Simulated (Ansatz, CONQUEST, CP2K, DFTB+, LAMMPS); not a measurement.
# Zn2+ BF4- in ethyl methyl carbonate and dimethoxyethane at 330 K (89 atoms): one structure in several programs

Wanted: errors and costs of other methods on Zn2+ BF4- in ethyl methyl carbonate and dimethoxyethane at 330 K (89 atoms). A plane-wave run serves as the reference.

Calculated with Ansatz 0.2.0; Kohn-Sham DFT, PBE, PAW, plane waves.

**1. Set-up**

The cell holds 89 atoms: 20 C, 12 O, 46 H, 2 B, 8 F and 1 Zn. Its edges and angles: a = 10.052 Å, b = 10.052 Å, c = 10.052 Å, α = 90.0°, β = 90.0°, γ = 90.0°. 2 ethyl methyl carbonate, 3 dimethoxyethane, 1 Zn2+, 2 BF4- placed at random, at 1.17 g/cm³; overlaps pushed apart, then 10 ps at 550 K with stiff harmonic cages for PF6 and BF4 with UFF radii; divalent ions of Li, Roberts, Chakravorty and Merz (J. Chem. Theory Comput. 9, 2733 (2013)); MMFF94 bonds, angles, torsions, charges and radii (Halgren, J. Comput. Chem. 17, 490 (1996)) in harmonic and 12-6 forms; charges of ions scaled by 0.8. Snapshot after 30 ps at 330 K and fixed volume.

**2. The reference run**

The PAW files are the set soft_2.

Input file input.yaml:

```yaml
crystal:
  lattice:
    - [10.05242, 0.0, 0.0]
    - [0.0, 10.05242, 0.0]
    - [0.0, 0.0, 10.05242]
  atoms:
    - { symbol: C, position: [0.68836, 0.32802, 0.80365] }
    - { symbol: O, position: [0.81951, 0.28655, 0.7545] }
    - { symbol: C, position: [0.8568, 0.16645, 0.81413] }
    - { symbol: C, position: [0.80072, 0.05183, 0.74231] }
    [... 79 atom lines left out ...]
    - { symbol: B, position: [0.62007, 0.67143, 0.13477] }
    - { symbol: F, position: [0.7464, 0.7338, 0.15124] }
    - { symbol: F, position: [0.4982, 0.72213, 0.10315] }
    - { symbol: F, position: [0.61937, 0.56642, 0.23745] }
    - { symbol: F, position: [0.66672, 0.60341, 0.02068] }
    - { symbol: Zn, position: [0.90448, 0.7045, 0.24059] }
kpoints:
  mp_grid: { grid: [1, 1, 1] }
hamiltonian:
  xc: pbe
scf:
  occupations: { method: fermi_dirac, width: 0.05 }
output:
  forces: true
  eigenvalues: true
  populations: true
  stress: true
```

Launch:

```console
> ansatz run input.yaml --threads 4 --pin off --max-ram 8192MiB --backend cpu --events-out ev --progress --plain --runs-dir out
```

Log:

```text
[...]
Pseudopotentials: kind: paw
Pseudopotential: C, paw, valence charge 4, recommended cutoff 420 eV (normal), C.paw.azcp
Pseudopotential: O, paw, valence charge 6, recommended cutoff 420 eV (normal), O.paw.azcp
Pseudopotential: H, paw, valence charge 1, recommended cutoff 420 eV (normal), H.paw.azcp
Pseudopotential: B, paw, valence charge 3, recommended cutoff 420 eV (normal), B.paw.azcp
Pseudopotential: F, paw, valence charge 7, recommended cutoff 420 eV (normal), F.paw.azcp
Pseudopotential: Zn, paw, valence charge 12, recommended cutoff 420 eV (normal), Zn.paw.azcp
[... 5 lines on functional and potentials left out ...]
Crystal: 89 atoms, lattice volume = 1015.809 Å³
Basis set: ecut = 420 eV, 19933 PW (Γ), exchange–correlation on 144×144×144 points (8 copies of the dense FFT grid, shifted against one another)
Bands: 225, of which v1, the nominal top of the filled ones, is band 136 counted from 1 (135 counted from 0)
Symmetry: 1 space group operations
Space group: P1 (ITA 1), of the structure as read, at distance tolerance 1.0e-4 Å
k-points: 1
[... 13 lines on functional and potentials left out ...]
Initial density: superposition of atomic densities (neutral atoms: chi_scale 0, normalization atom), corrected by the library's trained network
Initial wavefunctions: pseudopotential atomic-orbital guess
[...]
SCF iter   1: F=—  HF=-22656.028877 eV  |F-HF|=—  |Δ(HF+E_count)|=         —  Δρ=5.15e-3  dr2=3.71e-1  ethr=1.77e-3  ⟨swp⟩=6.0  Hψ=1008  notcnv=0  defer=32
preconditioner: auto → Resta (q_TF=auto, 2.190 Å⁻¹)  ε∞=2.4  [insulator: Δε(μ)=3.872 eV  Ē_g=15.777 eV  σ=0.050 eV  W_gap=1.00  n_scr=178 (ndim 8)  ℏωp=18.6 eV  f_vac=0.318  D(μ)=0.00/eV (n_scr^D=0)  ε∞_Penn≈2.4]
[...]
SCF iter   9: F=—  HF=-22655.928520 eV  |F-HF|=—  |Δ(HF+E_count)|=   1.68e-7  Δρ=6.28e-6  dr2=3.93e-7  ethr=1.23e-9  ⟨swp⟩=2.0  Hψ=268  notcnv=0  defer=84
SCF iter  10: F=-22655.928520 eV  HF=-22655.928520 eV  |F-HF|=1.62e-8  |Δ(HF+E_count)|=   2.58e-8  Δρ=2.42e-6  dr2=5.86e-8  ethr=3.68e-11  ⟨swp⟩=15.0  Hψ=1584  notcnv=0
SCF 1 converged in 10 iterations: F = -22655.928520 eV  dr2 = 5.86e-8
[...]
SCF converged after 10 iterations
Free energy (F): -22655.928520 eV
Harris-Foulkes:  -22655.928520 eV  (|F-HF|=1.62e-8)
Internal energy: -22655.928520 eV  (E = F + TS)
E sigma→0 (E₀):  -22655.928520 eV
Fermi energy:    1.059299 eV
--- Per-component energies (eV) ---
[...]
Σ components = -22655.928520   (vs F -22655.928520, Δ=0.00e0)
--- Forces (eV/Å), atoms counted from 1 ---
  atom   1  C      0.34779835    -0.18248344    -0.52616183
  atom   2  O     -0.93929797     1.43781867     0.49073509
  atom   3  C     -0.03455654     0.66861622    -0.75514039
  atom   4  C     -1.53547032    -0.64183723     0.73496003
[...]
atom  89  Zn     1.25610858    -3.27183847    -1.02724571
  max |Σ_I F_I| component: 2.38e-4 eV/Å
--- Stress (GPa, compression-positive) ---
        3.673678       0.783608      -1.023032
        0.783607       2.902997       0.623443
       -1.023028       0.623444       2.983620
  P = ⅓ Tr σ = 3.1868 GPa (31.868 kbar)
--- Band table (eV) ---
  k-point 0: bands = ["-27.0157", "-25.6172", "-24.8600", "-24.7804", [... 209 levels ...], "10.2488", "10.3039", "10.3894", "10.4875", "10.5112", "10.6291", "10.6380", "10.7590", "10.7660", "10.8305", "10.8751", "10.9522"]
--- Löwdin populations: 89 sites ---
  site symbol       q [e]
     0      C      4.2096
     1      O      6.3463
     2      C      4.0568
[...]
88     Zn     10.3990
  spilling = 0.012050 (of n_electrons = 272.000000)
```

Wall time 5 s (4 threads of Intel Xeon 6975P-C (Granite Rapids), shared host); peak memory 1.2 GiB; 15 s of CPU time.

The run gave:

```yaml
free_energy: -22655.9285 eV
free_energy_per_atom: -254.5610 eV/atom
scf_cycles: 10
pressure: 3.187 GPa
r_m_s_force_component: 1.241 eV/Å
longest_force: 7.067 eV/Å
fermi_energy: 1.059 eV
spacing_of_highest_filled_and_lowest_empty_level: 3.349 eV
spilling_of_the_projection: 0.01205
```

Neighbours are counted within 1.34 Å (H-C), 1.85 Å (C-C), 1.73 Å (C-O), 2.20 Å (O-Zn), 1.72 Å (F-B), 2.23 Å (F-Zn).

Length of the force by element and coordination:

| element | coordination | atoms | mean length of the force (eV/Å) | spread | least | most |
| --- | --- | --- | --- | --- | --- | --- |
| B | all | 2 | 3.10 | 1.69 | 1.41 | 4.79 |
| C | all | 20 | 2.13 | 0.952 | 0.657 | 4.45 |
| C | 3 | 2 | 1.68 | 0.323 | 1.36 | 2.01 |
| C | 4 | 18 | 2.18 | 0.985 | 0.657 | 4.45 |
| F | all | 8 | 3.46 | 1.92 | 1.64 | 7.07 |
| F | 1 | 5 | 2.13 | 0.571 | 1.64 | 3.08 |
| F | 2 | 3 | 5.67 | 1.20 | 4.15 | 7.07 |
| H | all | 46 | 1.01 | 0.653 | 0.184 | 3.90 |
| O | all | 12 | 2.01 | 1.42 | 0.455 | 5.69 |
| O | 1 | 1 | 1.15 | 0 | 1.15 | 1.15 |
| O | 2 | 10 | 1.94 | 1.45 | 0.455 | 5.69 |
| O | 3 | 1 | 3.48 | 0 | 3.48 | 3.48 |
| Zn | all | 1 | 3.65 | 0 | 3.65 | 3.65 |

Löwdin charges by element and coordination (they lack the spilled electrons, 0.037 e an atom on average):

| element | coordination | atoms | mean charge (e) | spread | least | most |
| --- | --- | --- | --- | --- | --- | --- |
| B | all | 2 | 0.900 | 0.0034 | 0.896 | 0.903 |
| C | all | 20 | -0.0944 | 0.294 | -0.488 | 0.706 |
| C | 3 | 2 | 0.704 | 0.0022 | 0.701 | 0.706 |
| C | 4 | 18 | -0.183 | 0.133 | -0.488 | -0.039 |
| F | all | 8 | -0.383 | 0.0394 | -0.420 | -0.326 |
| F | 1 | 5 | -0.365 | 0.0406 | -0.420 | -0.326 |
| F | 2 | 3 | -0.412 | 0.0048 | -0.419 | -0.408 |
| H | all | 46 | 0.195 | 0.0211 | 0.154 | 0.239 |
| O | all | 12 | -0.346 | 0.0737 | -0.501 | -0.234 |
| O | 1 | 1 | -0.431 | 0 | -0.431 | -0.431 |
| O | 2 | 10 | -0.334 | 0.0741 | -0.501 | -0.234 |
| O | 3 | 1 | -0.386 | 0 | -0.386 | -0.386 |
| Zn | all | 1 | 1.60 | 0 | 1.60 | 1.60 |

The levels nearest the highest filled one (over half full), pooled over k-points and spins:

| level less the highest filled one (eV) | occupation |
| --- | --- |
| -1.38 | 2 |
| -1.28 | 2 |
| -0.882 | 2 |
| -0.507 | 2 |
| -0.329 | 2 |
| 0 | 2 |
| 3.35 | 0 |
| 4.29 | 0 |
| 4.66 | 0 |
| 4.96 | 0 |
| 5.12 | 0 |
| 5.28 | 0 |

**3. Local order**

Density 1.17 g/cm³, 11.41 Å³ an atom.

Pair distribution functions g(r), in bins of 0.2 Å:

| r (Å) | total | H-H | H-C | H-O | H-F | H-B | H-Zn |
| --- | --- | --- | --- | --- | --- | --- | --- |
| 1.00 | 2.50 | 0.00 | 10.80 | 0.00 | 0.00 | 0.00 | 0.00 |
| 1.20 | 1.57 | 0.00 | 6.20 | 0.00 | 0.00 | 0.00 | 0.00 |
| 1.40 | 1.47 | 0.00 | 0.00 | 0.00 | 0.00 | 0.00 | 0.00 |
| 1.60 | 0.32 | 0.56 | 0.00 | 0.00 | 0.00 | 0.00 | 0.00 |
| 1.80 | 1.21 | 3.96 | 0.00 | 0.00 | 0.00 | 0.00 | 0.00 |
| 2.00 | 0.83 | 0.37 | 0.42 | 4.18 | 0.00 | 0.00 | 0.00 |
| 2.20 | 1.17 | 0.46 | 1.67 | 2.70 | 0.21 | 0.00 | 0.00 |
| 2.40 | 0.95 | 1.24 | 0.68 | 0.63 | 0.55 | 0.00 | 0.00 |
| 2.60 | 0.89 | 1.09 | 0.65 | 1.19 | 0.49 | 0.00 | 0.00 |
| 2.80 | 0.64 | 0.73 | 0.74 | 0.86 | 0.82 | 0.57 | 0.00 |
| 3.00 | 0.75 | 0.92 | 0.62 | 0.90 | 0.72 | 0.00 | 0.99 |
| 3.20 | 0.90 | 1.05 | 1.27 | 0.65 | 0.85 | 0.00 | 1.75 |
| 3.40 | 0.89 | 0.73 | 1.18 | 0.70 | 0.86 | 0.79 | 2.27 |
| 3.60 | 0.96 | 0.98 | 0.78 | 0.84 | 1.25 | 2.38 | 2.66 |
| 3.80 | 0.85 | 1.06 | 0.85 | 0.76 | 0.53 | 1.21 | 0.58 |
| 4.00 | 1.12 | 1.03 | 1.32 | 0.95 | 0.97 | 1.40 | 1.14 |
| 4.20 | 1.11 | 1.17 | 1.09 | 1.16 | 1.11 | 1.48 | 0.00 |
| 4.40 | 1.08 | 1.01 | 0.93 | 1.29 | 1.19 | 1.35 | 1.36 |
| 4.60 | 0.96 | 1.00 | 0.85 | 1.18 | 1.39 | 0.82 | 0.00 |
| 4.80 | 1.00 | 0.88 | 0.93 | 1.24 | 1.20 | 0.95 | 0.76 |

Bonds by pair of elements; cutoffs follow the first minimum of g(r), held within bounds set by covalent radii, and pairs that aren't listed don't count as bonded:

| pair A-B | cutoff (Å) | bonds | mean length (Å) | spread (Å) | shortest (Å) | B about A | A about B |
| --- | --- | --- | --- | --- | --- | --- | --- |
| H-C | 1.34 | 46 | 1.09 | 0.03 | 1.00 | 1 | 2.3 |
| C-C | 1.85 | 5 | 1.52 | 0.024 | 1.47 | 0.5 | 0.5 |
| C-O | 1.73 | 22 | 1.41 | 0.065 | 1.21 | 1.1 | 1.83 |
| O-Zn | 2.2 | 2 | 1.83 | 0.031 | 1.80 | 0.167 | 2 |
| F-B | 1.72 | 8 | 1.41 | 0.033 | 1.36 | 1 | 4 |
| F-Zn | 2.23 | 3 | 1.82 | 0.036 | 1.77 | 0.375 | 3 |

How many atoms have how many bonded neighbours:

| element | mean | 1 | 2 | 3 | 4 | 5 |
| --- | --- | --- | --- | --- | --- | --- |
| B | 4 | 0 | 0 | 0 | 2 | 0 |
| C | 3.9 | 0 | 0 | 2 | 18 | 0 |
| F | 1.38 | 5 | 3 | 0 | 0 | 0 |
| H | 1 | 46 | 0 | 0 | 0 | 0 |
| O | 2 | 1 | 10 | 1 | 0 | 0 |
| Zn | 5 | 0 | 0 | 0 | 0 | 1 |

**4. What was run beside it**

The programs:
- CONQUEST 1.3: pseudo-atomic orbitals (double zeta with polarisation, or contracted to multi-site or on-site support functions) with norm-conserving potentials on an integration grid.
- CP2K 2026.2: Gaussian basis with GTH pseudopotentials and a plane-wave density; labels give functional, basis (MOLOPT sets; SR short-range, UZH the newer set with its own potentials), grid cutoff/relative cutoff and solver (OT: orbital transformation; TRS4, TC2, SIGN: linear-scaling purification with its sparsity filter), or its built-in tight binding.
- DFTB+ 25.1: tight binding, with Slater–Koster sets (DFTB) or xTB through its tblite library.

All use the same cell and atoms; the electronic-structure runs use the same k-mesh, and an electronic temperature of 580 K (0.05 eV) where levels are smeared.

Differences are against the plane-wave reference, forces as r.m.s. over components; share is that over the reference's r.m.s. force, slope the least-squares factor from reference forces to these. Total energies of different programs have different zeros and aren't compared.

| run | Δ force, r.m.s. (meV/Å) | share (%) | slope | Δ pressure (GPa) | Δ gap (eV) | cores | CPU time | memory (GiB) |
| --- | --- | --- | --- | --- | --- | --- | --- | --- |
| reference | - | - | - | - | - | 4 | 15 s | 1.2 |
| CONQUEST PBE, grid 120 Ha | 266 | 21.5 | 1.059 | 1.85 | -0.103 | 4 | 3.3 min | 5.3 |
| CONQUEST PBE, grid 40 Ha (coarse) | 1275 | 103 | 1.073 | 3.34 | -0.120 | 2 | 86 s | 2.0 |
| CP2K PBE, DZVP-MOLOPT-SR, 280/50 Ry, OT CG (coarse) | 187 | 15.1 | 1.022 | 0.820 | -0.056 | 2 | 5.6 min | 0.73 |
| CP2K PBE, DZVP-MOLOPT-SR, 400/50 Ry, OT CG (coarse) | 140 | 11.3 | 1.018 | 0.741 | -0.0558 | 2 | 6.4 min | 0.94 |
| CP2K PBE, DZVP-MOLOPT-SR, 800/50 Ry, OT CG | 108 | 8.73 | 1.014 | 0.673 | -0.0556 | 4 | 10 min | 3.5 |
| CP2K PBE, DZVP-MOLOPT-SR, 800/50 Ry, diagonalisation | 108 | 8.73 | 1.014 | 0.673 | -0.0557 | 4 | 3.9 min | 5.3 |
| DFTB+ GFN1-xTB | 483 | 38.9 | 0.791 | -3.75 | -0.0649 | 1 | 4.4 s | 0.27 |

Rows marked coarse were listed beforehand as settings not expected to be converged; some can still land near the reference.

CPU time is summed over cores on a shared host, where runs went side by side, so it is rough. Symmetry, cutoffs, thresholds, outputs and thread counts weren't matched or tuned between programs; memory under MPI is the largest rank's times the ranks.

Mean charges by element (e), by run and scheme:

| run | scheme | C | O | H | B | F | Zn |
| --- | --- | --- | --- | --- | --- | --- | --- |
| reference | Löwdin | -0.09 | -0.35 | +0.20 | +0.90 | -0.38 | +1.60 |
| CP2K PBE, DZVP-MOLOPT-SR, 800/50 Ry, OT CG | Mulliken | -0.06 | -0.16 | +0.08 | +0.39 | -0.23 | +0.39 |
| CP2K PBE, DZVP-MOLOPT-SR, 800/50 Ry, OT CG | Hirshfeld | -0.01 | -0.12 | +0.04 | +0.27 | -0.16 | +0.46 |
| CP2K PBE, DZVP-MOLOPT-SR, 800/50 Ry, diagonalisation | Mulliken | -0.06 | -0.16 | +0.08 | +0.39 | -0.23 | +0.39 |
| CP2K PBE, DZVP-MOLOPT-SR, 800/50 Ry, diagonalisation | Hirshfeld | -0.01 | -0.12 | +0.04 | +0.27 | -0.16 | +0.46 |
| DFTB+ GFN1-xTB | Mulliken | +0.20 | -0.45 | +0.04 | +0.79 | -0.37 | +0.91 |

The reference's Löwdin charges lack the electrons that the projection spills, 0.037 e an atom on average.

Within one program, basis, potentials and functional, energies share a zero. Each run against its twin at the usual cutoff or grid and solver:

| run | twin | Δ energy (meV/atom) | Δ force, r.m.s. (meV/Å) | CPU time over the twin's |
| --- | --- | --- | --- | --- |
| CONQUEST PBE, grid 40 Ha | grid 120 Ha | -61.1 | 1253 | 0.44 (this twin ran on 4 cores) |
| CP2K PBE, DZVP-MOLOPT-SR, 280/50 Ry, OT CG | DZVP-MOLOPT-SR, 800/50 Ry, OT CG | -3.85 | 143 | 0.54 (this twin ran on 4 cores) |
| CP2K PBE, DZVP-MOLOPT-SR, 400/50 Ry, OT CG | DZVP-MOLOPT-SR, 800/50 Ry, OT CG | -1.30 | 83.6 | 0.62 (this twin ran on 4 cores) |
| CP2K PBE, DZVP-MOLOPT-SR, 800/50 Ry, diagonalisation | DZVP-MOLOPT-SR, 800/50 Ry, OT CG | 5.0e-4 | 0.13 | 0.38 |

**5. What came out**

```json
{"reference r.m.s. force component": "1.24 eV/Å", "nearest in forces": "a tie at 8.7 % of 2 runs: CP2K PBE, DZVP-MOLOPT-SR, 800/50 Ry, OT CG; CP2K PBE, DZVP-MOLOPT-SR, 800/50 Ry, diagonalisation", "farthest in forces": "CONQUEST PBE, grid 40 Ha (coarse), 103 %", "cheapest electronic-structure run beside the reference": "DFTB+ GFN1-xTB, 4.4 s of CPU time"}
```

In words: The PBE runs in local orbitals, coarse settings apart, differ by 8.7 % (CP2K PBE, DZVP-MOLOPT-SR, 800/50 Ry, OT CG) to 21 % (CONQUEST PBE, grid 120 Ha); basis, grid and potentials can all enter. Tight binding differs by 39 % (DFTB+ GFN1-xTB); it is another model, with fitted parameters of its own, and the xTB methods hold dispersion. Runs with settings chosen to be coarse differ by 11 % (CP2K PBE, DZVP-MOLOPT-SR, 400/50 Ry, OT CG) to 103 % (CONQUEST PBE, grid 40 Ha), their programs' other errors included. One electronic-structure run takes under half the reference's CPU time: DFTB+ GFN1-xTB, at 39 % in 4.4 s against 15 s; its pressure misses by -3.8 GPa. At the same functional, gaps differ from the reference's 3.35 eV by between -0.12 and -0.06 eV. In pressure, CONQUEST PBE, grid 40 Ha misses by +3.3 GPa, at the same functional. Charges hang on model, scheme and program or settings: among these rows the mean for Zn runs from +0.39 to +1.60 e. In the reference: filled and empty levels are parted by 3.35 eV (at Γ alone); a semilocal functional tends to put such gaps too low. In a disordered cell it changes from sample to sample and from frame to frame. In the reference: mean Löwdin charges: B +0.90, C -0.09, F -0.38, H +0.20, O -0.35, Zn +1.60 e (they miss 1.2 % of the electrons, so they add up to more than the cell's charge). Periodic xTB results under one method name differ between programs and library versions (DFTB+ here holds tblite 0.3). With short bonds to hydrogen, sets of potentials differ among themselves by several per cent in forces even at converged cutoffs, so the reference isn't exact here either. The potentials hold different valence shells: 272 electrons in the reference, 280 in CONQUEST; this bears on time and differences. The network of contacts between molecules at the start is that of the classical potential that made the cell, and needn't be the one that DFT or experiment would give. The reference's PBE has no dispersion term, which matters for the binding between molecules or layers. The density was typed from a rule of thumb and may lie off the real one at this temperature. The electronic-structure runs sample only Γ, in a cell whose shortest periodic width is 10 Å.

[Also dropped from logs without a mark: logging warnings of Python, and SIESTA's first energy breakdown and zero terms.]

[Logs are printed without paths, hosts, clocks, repeated set-up lines and the standing remarks that a program may print on its own settings, such as how far it seeks lower states.]

[Hosts, paths, dates, database ids (printed as entryN), source tags and the programs' standing remarks are cut or masked in the printed files.]

[The MMFF94 radii named for the starting cell were scaled by 0.96; in molecules described by MMFF94, hydrogen bound to N, O or S took a small fixed 12-6 site in their place.]
